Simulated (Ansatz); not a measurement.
# Phonons of Al2V in the C11b ordering, part 3 of 3

Question: is the lattice of Al2V in the C11b ordering stable, and if so, what are its coupling constant and resistivity?

Ansatz 0.2.0; DFT PBEsol, scalar-relativistic, plane waves, PAW.

So far, highest frequency, solved or plainly interpolated (cm⁻¹): step 5 (lattice stability: q 2×2×2, k 6×6×6) 376. Also lowest on path (cm⁻¹): step 5 -240. The relaxed cell has a = 3.018, c = 9.530 Å (conventional setting).

The structure was built from a prototype and need not be the compound's stable phase.

### 6. Lattice stability: q 2×2×2, k 8×8×8

An imaginary mode on so few k-points may come from the sampling, so the phonons are repeated with another k mesh.

The input, input.yaml:

```yaml
crystal:
  lattice:
    - [3.018057798, 0.0, 1.5956e-06]
    - [0.0, 3.018057798, 1.5956e-06]
    - [1.5090263798, 1.5090263798, 4.7648830954]
  atoms:
    - { symbol: V, position: [0.0, 0.0, 0.0] }
    - { symbol: Al, position: [0.6597880346, 0.6597880346, 0.6804239309] }
    - { symbol: Al, position: [0.3402119654, 0.3402119654, 0.3195760691] }
kpoints:
  mp_grid: { grid: [8, 8, 8] }
hamiltonian:
  xc: pbesol
scf:
  occupations: { method: methfessel_paxton, width: 0.2 }
output:
  eigenvalues: true
phonons:
  method: dfpt
  qmesh: [2, 2, 2]
  temperatures: { t_max: 1000, t_step: 50 }
  qpath:
    path:
      - [[0.0, 0.0, 0.0], [0.5, 0.5, 0.5], [0.5, 0.5, 0.75], [0.5, 0.0, 0.5], [0.0, 0.0, 0.0], [0.0, 0.0, 0.5], [0.44985116, 0.0, 0.72492558]]
      - [[0.55014884, 0.0, 0.27507442], [0.0, 0.0, 0.0]]
      - [[0.5, 0.5, 0.5], [0.55014884, 0.44985116, 0.5]]
      - [[0.44985116, 0.44985116, 0.94985116], [0.0, 0.0, 0.5]]
    npoints: 10
```

The mesh is denser.

Launch:

```bash
$ ansatz run input.yaml --threads 4 --pin off --max-ram 8192MiB --backend cpu --events-out ev --progress --plain --runs-dir out
```

Numbers of over 12 decimals in the logs are rounded to 6 here.

Log:

```text
[...]
Crystal: 3 atoms, lattice volume = 43.402 Å³
Basis set: ecut = 420 eV, 843 PW (Γ), exchange–correlation on 72×72×72 points (8 copies of the dense FFT grid, shifted against one another)
Bands: 14, of which v1, the nominal top of the filled ones, is band 10 counted from 1 (9 counted from 0)
Symmetry: 16 space group operations
k-points: 59 of 512
[...]
SCF iter   1: F=—  HF=-3934.552092 eV  |F-HF|=—  |Δ(HF+E_count)|=         —  Δρ=9.92e-3  dr2=4.64e-2  ethr=1.77e-3  ⟨swp⟩=5.0  Hψ=4232  notcnv=0
[...]
SCF iter   9: F=-3934.541623 eV  HF=-3934.541623 eV  |F-HF|=3.18e-12  |Δ(HF+E_count)|=  1.00e-11  S|Δr|=    0.00e0  Δρ=5.62e-8  dr2=1.77e-12  ethr=1.00e-12  ⟨swp⟩=4.4  Hψ=2860  notcnv=0
SCF 1 converged in 9 iterations: F = -3934.541623 eV  dr2 = 1.77e-12
[...]
SCF converged after 9 iterations
[...]
Free energy (F): -3934.541623 eV
[...]
Internal energy: -3934.534751 eV  (E = F + TS)
E sigma→0 (E₀):  -3934.539905 eV
Entropy (-TS):   -0.006872 eV (-2.291 meV/atom)
Fermi energy:    11.070569 eV
[...]
--- Band table (eV; the first three rows and the last of 59) ---
  k-point 0: bands = [... 6 lower, 7.4017, 9.7482, 11.4099, 11.4099, 12.5284, 12.8638, 16.4633, 17.3745]
  k-point 1: bands = [... 6 lower, 8.2630, 9.7319, 11.4413, 11.4413, 12.5293, 12.9703, 16.5792, 16.8511]
  k-point 2: bands = [... 6 lower, 9.2099, 9.6936, 11.5213, 11.5213, 12.5314, 13.3424, 16.1933, 16.1933]
  k-point 58: bands = [... 6 lower, 7.8331, 9.1607, 10.1139, 10.1139, 10.8323, 12.9739, 13.4358, 14.0964]
[...]
ASR residual: 8.028e-6 → 0.000e0 eV/Å²; symmetrization residual: 2.112e-6 eV/Å²
  ASR residual per site (eV/Å²): 8.03e-6 4.38e-6 4.38e-6
  Γ frequencies (cm⁻¹): 0.00 0.00 0.00 281.75 281.75 293.64 298.17 298.17 299.15
--- Phonons (arbitrary-q DFPT): 4 irreducible q on the 2×2×2 mesh ---
[...]
interpolated dispersion: 94 rows × 9 modes
[...]
```

It took 39 s on 4 threads of Arm Neoverse V2, shared host; peak memory 0.75 GiB; 2.5 min of CPU time.

This step gave:

```
share of imaginary modes in the plain interpolation between solved wavevectors : 0.1451
highest frequency, solved or plainly interpolated                              : 379.1 cm⁻¹
```

Solved on the 2×2×2 mesh alone; all other wavevectors are interpolated. The phonon branches at the labelled points (cm⁻¹):

```tsv
point	branch 1	branch 2	branch 3	branch 4	branch 5	branch 6	branch 7	branch 8	branch 9
Γ	0	0	0	282	282	294	298	298	299
halfway	-146	-95	174	210	268	295	314	318	333
X	-218	-200	205	245	255	276	314	330	361
halfway	-216	-204	215	237	264	265	312	338	358
P	-210	-210	232	238	238	272	309	350	350
halfway	-202	-90	156	238	267	276	320	340	342
N	-204	144	202	210	255	266	317	329	355
halfway	-100	123	136	207	242	271	293	334	357
Γ	0	0	0	282	282	294	298	298	299
halfway	86	97	97	228	246	246	321	321	355
M	146	160	160	174	205	205	332	332	379
halfway	-139	67	185	223	277	278	309	317	358
S	-205	77	217	256	261	270	294	339	344
jump to S0	-205	77	217	256	261	270	294	339	344
halfway	-99	124	162	199	214	278	285	343	357
Γ	0	0	0	282	282	294	298	298	299
jump to X	-218	-200	205	245	255	276	314	330	361
halfway	-216	-199	205	243	249	282	314	331	361
R	-211	-195	206	236	238	291	314	332	360
jump to G	-211	-195	206	236	238	291	314	332	360
halfway	-107	63	109	216	239	307	311	345	345
M	146	160	160	174	205	205	332	332	379
```

The phonon branches as a text plot (rows in cm⁻¹; labels by their first letter):

```
    367 |         ***       * ***     ******    ***    ***   ****
    342 |  ****  *********** ******  * ***  * ******** **********
    317 | ************  ******   ******   *****     ** ******  **
    292 |*********    ***      ******       **     *****     **
    267 | *   * **********************     * ******  *       **
    242 |  * * *   ******** *  ** *   *   *  ** **  ** *    *  *
    217 |   * *    **      ** ****    ********** ***   **********
    193 |    *    *   **   ***         * * **   * *      **
    168 |    *****      *     *         ***      **       *     *
    143 |                ********      ***       ***       *  ***
    118 |   *             *     *      *        *           ** **
     93 |  *                     *    *   *    *   **        **
     68 |    *           *       **  *     *  *     **      *  *
     43 | *                       ** *      **       *
     19 |                          **               *
     -6 |*                        **                  *
    -31 | *                      *        *
    -56 |  *                                       *          *
    -81 |   *                                              *
   -106 |     *                 *                          ***
   -131 |    *          *      *           *      *       *
   -156 |     **              *             *            *
   -180 |      ***     *                        **      *
   -205 |        *************               ***       **
         Γ         X P      N       Γ   M     S|S    ΓR|G       M
```

Lowest modes at the softest wavevector of the mesh. The modes at q = (0.500, 0.500, 0.500) (shares of kinetic energy by element, %) (negative means imaginary):

```tsv
mode	frequency (cm⁻¹)	V %	Al %
1	-217.7	71	29
2	-200.5	83	17
3	205.0	0	100
4	245.0	36	64
5	255.3	0	100
6	275.9	29	71
```

Displacements in mode 1 (-217.7 cm⁻¹), the largest set to 1, in the home cell:
```
V1   1.00 -1.00  0.00
Al2  0.62 -0.62  0.00
Al3 -0.62  0.62  0.00
```

Displacements in mode 4 (245.0 cm⁻¹), the largest set to 1, in the home cell:
```
V1   0.00  0.00  0.78
Al2  0.00  0.00 -1.00
Al3  0.00  0.00  1.00
```

The modes has structure finer than the step of the table below, so its rows give means over 25 cm⁻¹, whole bins alone (the curve runs from -227 to 400 cm⁻¹). Peaks (cm⁻¹: height): Al -199.3: 0.00671, 265.8: 0.0361, 340.7: 0.0535; V -199.3: 0.0166, 159.4: 0.00896, 309.2: 0.0133, 344.6: 0.0116.

Phonopy on the run's constants, 19x19x13 mesh, Gaussian sigma 4.5 cm⁻¹. Table of modes by wavenumber; means over each step; values in 1/cm⁻¹/cell:

```tsv
wavenumber (cm⁻¹)	Al	V
-200	0.00466	0.0116
-175	0.00302	0.00703
-150	0.00233	0.00491
-125	0.00206	0.00372
-100	0.00153	0.00268
-75	0.00174	0.00259
-50	8.1e-4	0.00115
-25	5.9e-4	7.2e-4
0	1.9e-4	2.1e-4
25	5.1e-4	6.5e-4
50	0.00160	0.00201
75	0.00286	0.00336
100	0.00497	0.00564
125	0.00518	0.00655
150	0.00708	0.00817
175	0.00733	0.00655
200	0.0127	0.00343
225	0.0210	0.00400
250	0.0274	0.00597
275	0.0297	0.00748
300	0.0265	0.0111
325	0.0372	0.0103
350	0.0366	0.00873
375	0.00216	8.5e-4
```

No LO-TO term; unit eigenvectors of the mass-weighted matrix. The modes at Γ (shares of kinetic energy by element, %):

```tsv
mode	frequency (cm⁻¹)	symmetry	V %	Al %
1	0.0	unnamed	49	51
2	0.0	unnamed	49	51
3	0.0	unnamed	49	51
4	281.8	Eg	0	100
5	281.8	Eg	0	100
6	293.6	A2u	51	49
7	298.2	unnamed	51	49
8	298.2	unnamed	51	49
9	299.1	unnamed	0	100
```

Displacements in mode 5 (281.8 cm⁻¹), the largest set to 1:
```
V1   0.00  0.00  0.00
Al2  1.00  0.53  0.00
Al3 -1.00 -0.53  0.00
```

Displacements in mode 9 (299.1 cm⁻¹), the largest set to 1:
```
V1   0.00  0.00  0.00
Al2  0.00  0.00  1.00
Al3  0.00  0.00 -1.00
```

Among the solved wavevectors the lowest mode, translations apart, is -218 cm⁻¹, imaginary.

### 7. What came out

* phonon run of the rows without a label of their own: PBEsol, q 2×2×2, k 8×8×8
* softest mode on the q mesh: -218 cm⁻¹ at q = (0.5, 0.5, 0.5)
* highest frequency, solved or plainly interpolated: 379 cm⁻¹

The lattice is dynamically unstable at this level: a mode at q = (0.5, 0.5, 0.5) is imaginary, 218i cm⁻¹, so no harmonic coupling constant or resistivity is defined for this structure. These meshes are coarse, and single modes of a metal can move by tens of cm⁻¹ with the k mesh. The phonon runs are not spin-polarised. The structure was built by hand as an ordered model, and its stability against other phases was not tested.

[Logs are printed without paths, hosts, clocks, repeated set-up lines and the standing remarks that a program may print on its own settings, such as how far it seeks lower states.]

[Hosts, paths, dates, database ids (printed as entryN), source tags and the programs' standing remarks are cut or masked in the printed files.]
